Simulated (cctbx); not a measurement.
**Symmetry from intensities**

Cell: a = 6.2830 Å, b = 6.2830 Å, c = 3.4760 Å, α = 90.00°, β = 90.00°, γ = 120.00°. Expected content of the cell: Ce1 Sn3 B2.

The data are simulated with cctbx, not measured: Mo Kα, λ = 0.71073 Å, to d = 0.84 Å, 50 % of the full sphere, strongest reflection 20000 counts, noise from counting, a 1.5 % proportional error and a noise floor of 8 counts (s.d.); no absorption, some extinction.

A first pass over the reflections prints:

```text
414 reflections to d = 0.845 A
centring   violations  <I/sigma> of those
    A        122 of   190     18.8
    B        136 of   208     19.5
    C        138 of   208     20.9
    I        131 of   201     18.9
    R        210 of   279     27.0
    F        198 of   303     19.8
Laue class    unique    Rint  (classes that these axes allow; Friedel mates merged)
P -1              319   0.013
P 1 1 2/m         225   0.015
P -3              144   0.016
P -3 1 m           86   0.017
P -3 m 1           94   0.017
P 6/m              86   0.017
P 6/m m m          61   0.017
space group    extra absences  I>4sigma  <I/sigma>
P 6 2 2                 0          0         -  acentric
P 6 m m                 0          0         -  acentric
P -6 m 2                0          0         -  acentric
P -6 2 m                0          0         -  acentric
P 6/m m m               0          0         -  centric
Wilson B = 1.17 A^2   <|E^2-1|> = 0.690 (0.968 centric, 0.736 acentric)   E^2>4: 1.6 %
shell (A)         n   <I/sigma>
 3.48 - 1.42     17     67.4
 1.42 - 1.14     11     55.5
 1.14 - 1.00     12     69.4
 1.00 - 0.91      8     59.4
 0.91 - 0.85     13     53.7
```

Q: Read the symmetry from these tables.

Every centring test has many violations, so the lattice is primitive.

Rint stays low (0.013 to 0.017) up to P 6/m m m, the highest class in these axes.

5 settings pass the absence test. No glide or screw absences show, which leaves P 6 2 2, P 6 m m, P -6 m 2, P -6 2 m and P 6/m m m.

⟨|E²−1|⟩ = 0.690 leans to a non-centrosymmetric structure. Here that hint misleads: the statistic assumes many like atoms on general positions, and few, heavy or special-position atoms break it. The Wilson B of 1.17 Å² means U ≈ 0.0148 Å².

The true group is P6/mmm (no. 191), Laue class 6/mmm, centrosymmetric. The tables only narrow the choice to the tied entries; cell content, site symmetry and trial solutions must settle it.

This is a model crystal, built by substitution and not relaxed, with assumed displacement parameters.

[Logs are printed without paths, hosts, clocks, repeated set-up lines and the standing remarks that a program may print on its own settings, such as how far it seeks lower states.]
